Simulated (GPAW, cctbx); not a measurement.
## What do these deviations say about the bonding?

SiSn4Bi, Immm (no. 71), a = 3.9726 Å, b = 7.1534 Å, c = 11.8281 Å, α = 90.00°, β = 90.00°, γ = 90.00°.

```
atom  mult.    x       y       z
 Bi1      2    0       0       0
 Sn1      8  1/2  0.7165  0.1418
 Si1      2    0     1/2       0
```

The cell comes from substitution in a known structure type and wasn't matched to any measured phase.

Absolute values of the static structure factors of the conventional cell from DFT (PBE, GPAW) against free spherical atoms, in electrons:

| hkl | d (Å) | free atoms | crystal |
| --- | --- | --- | --- |
| 011 | 6.121 | 84.38 | 84.14 |
| 002 | 5.914 | 104.88 | 105.12 |
| 101 | 3.766 | 49.19 | 49.10 |
| 020 | 3.577 | 148.52 | 148.50 |
| 110 | 3.473 | 200.72 | 200.56 |
| 013 | 3.453 | 192.69 | 192.55 |
| 022 | 3.061 | 232.52 | 232.66 |
| 112 | 2.995 | 110.21 | 110.10 |
| 004 | 2.957 | 141.37 | 141.25 |
| 103 | 2.798 | 460.93 | 460.64 |

**Question.** Which way does charge move, and which reflections show it best?

Project each element's phase sum on the total phase. |F| rises if density moves to atoms that scatter in phase and falls if it moves to atoms that scatter against it; the rule is for low angles, since changes of shape take over beyond. Where all elements are in phase the terms compete, and the compactness of the donor's and the acceptor's density matters too.

| hkl | Bi in phase | Sn in phase | Si in phase | change (e) | (%) |
| --- | --- | --- | --- | --- | --- |
| 011 | +2.0 | -1.0 | -2.0 | -0.24 | -0.3 |
| 002 | +2.0 | -1.7 | +2.0 | +0.24 | +0.2 |
| 101 | -2.0 | +5.0 | -2.0 | -0.09 | -0.2 |
| 020 | -2.0 | +7.3 | -2.0 | -0.02 | 0.0 |
| 110 | +2.0 | +1.7 | -2.0 | -0.15 | -0.1 |
| 013 | +2.0 | +1.5 | -2.0 | -0.15 | -0.1 |
| 022 | +2.0 | +1.5 | +2.0 | +0.14 | +0.1 |
| 112 | +2.0 | -0.4 | -2.0 | -0.11 | -0.1 |

Low-angle reflections that set elements apart and change by more than 0.05 e: 011, 002, 101, 110, 013, 022 and 112 (020 hardly moves and tells little). The signs fit a gain of density on Si and a loss on Bi and Sn. The best witness is 011, -0.3 %, where Si enters with -2.0. The real-space density agrees: Voronoi charges Bi +0.06, Sn +0.03, Si -0.16 e. The shortest bond, Sn–Si, has Δρ = +0.03 e/Å³ at its midpoint.

[Outputs are excerpts: Python notices, other lines and further rows are left out; steps that failed or that the build refused (PBEsol, TPSS) are not shown.]

[Logs are printed without paths, hosts, clocks, repeated set-up lines and the standing remarks that a program may print on its own settings, such as how far it seeks lower states.]
